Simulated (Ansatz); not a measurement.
# Mo2N monolayer: phonons and vibrational spectra, part 2 of 2

Wanted: vibrations and spectra of Mo2N monolayer; the cell is already relaxed. After the zone centre comes a 6×6×1 q mesh on a 18×18×1 k mesh.

Ansatz 0.2.0; DFT LDA, scalar-relativistic, plane waves, PAW.

So far. Step 2 (Modes at Γ): Before it was imposed, the acoustic sum rule was missed by 3.1e-5 eV/Å². Small misses are needed for a sound result but don't prove that mesh and cutoff are converged. The lowest optical mode is real, 134 cm⁻¹.

## (3) Response at finite wavevector (continued)

Interpolated from a 6×6×1 q mesh. The phonon branches at the labelled points (cm⁻¹):

| point | branch 1 | branch 2 | branch 3 | branch 4 | branch 5 | branch 6 | branch 7 | branch 8 | branch 9 |
| --- | --- | --- | --- | --- | --- | --- | --- | --- | --- |
| Γ | 0 | 0 | 0 | 134 | 134 | 191 | 290 | 290 | 639 |
| halfway | 65 | 103 | 115 | 133 | 175 | 211 | 332 | 464 | 605 |
| M | 67 | 147 | 173 | 205 | 206 | 257 | 382 | 525 | 614 |
| halfway | 66 | 154 | 187 | 202 | 206 | 251 | 429 | 529 | 598 |
| K | 109 | 109 | 200 | 205 | 205 | 260 | 522 | 522 | 560 |
| halfway | 64 | 84 | 129 | 133 | 198 | 229 | 339 | 476 | 602 |
| Γ | 0 | 0 | 0 | 134 | 134 | 191 | 290 | 290 | 639 |

The phonon branches as a text plot (rows in cm⁻¹):

```
    625 |*********          ****                         ********
    596 |         **********    *****             *******
    568 |                            *************
    540 |             ******    *********  ****
    512 |           **      ****        ***    *****
    484 |                             **   **       **
    455 |         **                **       **
    427 |       **                 *                  ***
    399 |                      ****            ***       **
    371 |     **        *******                   **
    343 |         ******                            **     **
    314 |   ******                                    **********
    286 |***                                                 ****
    258 |               **************************
    230 |           ****                     *********
    202 |***********  *************************   ***************
    173 |       ********************           ***    *****
    145 |*******  ****  ****************          ****     ******
    117 |   ************                **********  *********
     89 |     ******                  ***  **     *********
     60 |   ********      ************              *****  **
     32 | ******    **  **                   **          *******
      4 |*****                                             ******
    -24 |             **                       *****
         Γ                   M           K                      Γ
```

Tetrahedra on a 30×30×1 mesh, mean over bins of 10 cm-1. Interpolated from a 6×6×1 q mesh. The phonon density of states by wavenumber; read off at these points:

| wavenumber (cm⁻¹) | phonon density of states (1/cm⁻¹/cell) |
| --- | --- |
| -35 | 0.00385 |
| -5 | 0.00421 |
| 25 | 0.00872 |
| 65 | 0.0253 |
| 95 | 0.0175 |
| 125 | 0.0362 |
| 155 | 0.0233 |
| 175 | 0.0346 |
| 195 | 0.0495 |
| 205 | 0.0516 |
| 225 | 0.0127 |
| 255 | 0.0343 |
| 285 | 1.0e-5 |
| 325 | 0.00803 |
| 355 | 0.00753 |
| 385 | 0.0109 |
| 415 | 0.00539 |
| 455 | 0.00434 |
| 485 | 0.00439 |
| 515 | 0.00531 |
| 535 | 0.0394 |
| 545 | 4.9e-4 |
| 585 | 0.0163 |
| 615 | 0.0135 |
| 645 | 0 |

The partial phonon density of states has structure finer than the step of the table below, so its rows give means over 25 cm⁻¹, whole bins alone (the curve runs from -46.6 to 668 cm⁻¹). Peaks (cm⁻¹: height): Mo 61.2: 0.0204, 128.6: 0.0329, 200.5: 0.0520, 250.0: 0.0335; N 384.8: 0.0119, 533.1: 0.0290, 591.5: 0.0236.

Phonopy on the run's constants, 21x21x1 mesh, Gaussian sigma 5.1 cm-1. Interpolated from a 6×6×1 q mesh. Partial phonon density of states against wavenumber; means over each step; values in 1/cm⁻¹/cell:

| wavenumber (cm⁻¹) | Mo | N |
| --- | --- | --- |
| -25 | 0.00431 | 7.0e-4 |
| 0 | 0.00371 | 4.4e-4 |
| 25 | 0.00914 | 0.00109 |
| 50 | 0.0142 | 0.00160 |
| 75 | 0.0124 | 0.00128 |
| 100 | 0.0148 | 0.00129 |
| 125 | 0.0280 | 0.00145 |
| 150 | 0.0268 | 9.0e-4 |
| 175 | 0.0296 | 3.8e-4 |
| 200 | 0.0441 | 7.9e-4 |
| 225 | 0.0182 | 2.7e-4 |
| 250 | 0.0225 | 6.9e-5 |
| 275 | 0.00114 | 2.1e-4 |
| 300 | 3.0e-4 | 0.00479 |
| 325 | 4.9e-4 | 0.00742 |
| 350 | 5.3e-4 | 0.00736 |
| 375 | 5.3e-4 | 0.00898 |
| 400 | 4.8e-4 | 0.00616 |
| 425 | 5.1e-4 | 0.00463 |
| 450 | 5.2e-4 | 0.00392 |
| 475 | 5.5e-4 | 0.00367 |
| 500 | 6.8e-4 | 0.00414 |
| 525 | 0.00208 | 0.0165 |
| 550 | 6.7e-4 | 0.00539 |
| 575 | 6.4e-4 | 0.00860 |
| 600 | 0.00176 | 0.0205 |
| 625 | 6.0e-4 | 0.00691 |
| 650 | 3.1e-5 | 4.3e-4 |

Symmetry leaves 7 wavevectors to solve. The lowest mode among them, the acoustic zeros apart, lies at q = (0, 0.333, 0) and is slightly imaginary, 8.8i cm⁻¹, too near zero to call. Between them the interpolated path dips to 38i cm⁻¹.

## (4) Isotope substitution, element Mo, natural mass 95.95 amu

An isotope changes the mass and not the force constants, so no new electronic calculation is needed; the shifts show which modes move this element.

The same force constants with the mass of Mo changed from 95.950 to 99.907 u (phonopy, no LO-TO term). Both lists are sorted by frequency; levels can cross, so a row need not hold one and the same mode. Modes under 3 cm⁻¹ are left out. Isotope shifts, by row:

| q | rank | natural mass (cm⁻¹) | changed mass (cm⁻¹) |
| --- | --- | --- | --- |
| 0 0 0 | 4 | 133.6 | 131 |
| 0 0 0 | 5 | 133.6 | 131 |
| 0 0 0 | 6 | 191.1 | 187.2 |
| 0 0 0 | 7 | 289.8 | 289.4 |
| 0 0 0 | 8 | 289.8 | 289.4 |
| 0 0 0 | 9 | 638.8 | 637.9 |
| 0 0.1667 0 | 1 | 45.61 | 44.76 |
| 0 0.1667 0 | 2 | 72.32 | 70.96 |
| 0 0.1667 0 | 3 | 93.46 | 91.7 |
| 0 0.1667 0 | 4 | 124.6 | 122.2 |
| 0 0.1667 0 | 5 | 155.8 | 152.6 |
| 0 0.1667 0 | 6 | 195.8 | 192 |
| 0 0.1667 0 | 7 | 314.4 | 313.9 |
| 0 0.1667 0 | 8 | 382.4 | 381.7 |
| 0 0.1667 0 | 9 | 618.8 | 617.8 |
| 0 0.3333 0 | 1 | -8.75 | -8.6 |
| 0 0.3333 0 | 2 | 121.9 | 119.6 |
| 0 0.3333 0 | 3 | 155.4 | 152.4 |
| 0 0.3333 0 | 4 | 158.8 | 155.7 |
| 0 0.3333 0 | 5 | 193.7 | 189.9 |
| 0 0.3333 0 | 6 | 238.3 | 233.6 |
| 0 0.3333 0 | 7 | 352 | 351.5 |
| 0 0.3333 0 | 8 | 528.9 | 527.6 |
| 0 0.3333 0 | 9 | 591.8 | 591 |
| 0 -0.5 0 | 1 | 66.64 | 65.47 |
| 0 -0.5 0 | 2 | 146.9 | 144.1 |
| 0 -0.5 0 | 3 | 173 | 169.6 |
| 0 -0.5 0 | 4 | 205 | 200.9 |
| 0 -0.5 0 | 5 | 206.1 | 202.1 |
| 0 -0.5 0 | 6 | 256.7 | 251.6 |
| 0 -0.5 0 | 7 | 381.6 | 381.4 |
| 0 -0.5 0 | 8 | 525.4 | 524.7 |
| 0 -0.5 0 | 9 | 614.5 | 613.4 |

A mode of this element alone would shift by -2.00 %. The highest zone-centre frequency without the field goes from 638.8 to 637.9 cm⁻¹ (-0.1 %). The product of the frequency ratios over all optical modes at Γ is 0.937; the product rule, (m/m′)^(3k/2) (M′/M)^(3/2) with k = 2 such atoms and M the mass of the cell, gives 0.937.

## (5) Another isotope, element N, natural mass 14.007 amu

The same for N, from 14.01 to 15.00 u.

A mode of this element alone would shift by -3.37 %. The highest zone-centre frequency without the field goes from 638.8 to 618.8 cm⁻¹ (-3.1 %). The product of the frequency ratios over all optical modes at Γ is 0.909; the product rule, (m/m′)^(3k/2) (M′/M)^(3/2) with k = 1 such atoms and M the mass of the cell, gives 0.909.

## (6) What came out

```
space group (within 0.01 Å)                             : P-3m1
area per atom                                           : 2.20 Å²
electronic character                                    : no gap on this mesh
highest optical mode at the zone centre (no LO-TO term) : 639 cm⁻¹
lowest optical zone-centre mode                         : 134 cm⁻¹
lowest mode on the q mesh (acoustic modes at Γ apart)   : -8.8 cm⁻¹
highest frequency on the path or at a solved wavevector : 639 cm⁻¹
imaginary modes on the 6×6×1 q mesh                     : one or more, weakly
```

No mode is clearly imaginary at the 7 irreducible wavevectors solved, but the lowest, 8.8i cm⁻¹, is too near zero to call. The optical modes at Γ span 134 to 639 cm⁻¹. The highest mode in this list at Γ, 638.8 cm⁻¹, is mostly motion of N (93 % of the kinetic energy). The interpolated path dips to 38i cm⁻¹ between the solved wavevectors, which may come from the interpolation; a denser q mesh would tell. With no gap, or one that is small against the smearing, the frequencies hang on the k mesh and the smearing, most of all near Kohn anomalies. The phonon runs are without spin polarisation, although the cell has an odd electron count. In a sheet or slab the interpolated bending branch near Γ is rough, since the rotational sum rule isn't imposed. The starting cell was built on a prototype and not taken from a measurement. These are harmonic frequencies at zero temperature: anharmonic shifts, linewidths and thermal expansion are left out.

[Logs are printed without paths, hosts, clocks, repeated set-up lines and the standing remarks that a program may print on its own settings, such as how far it seeks lower states.]

[Hosts, paths, dates, database ids (printed as entryN), source tags and the programs' standing remarks are cut or masked in the printed files.]
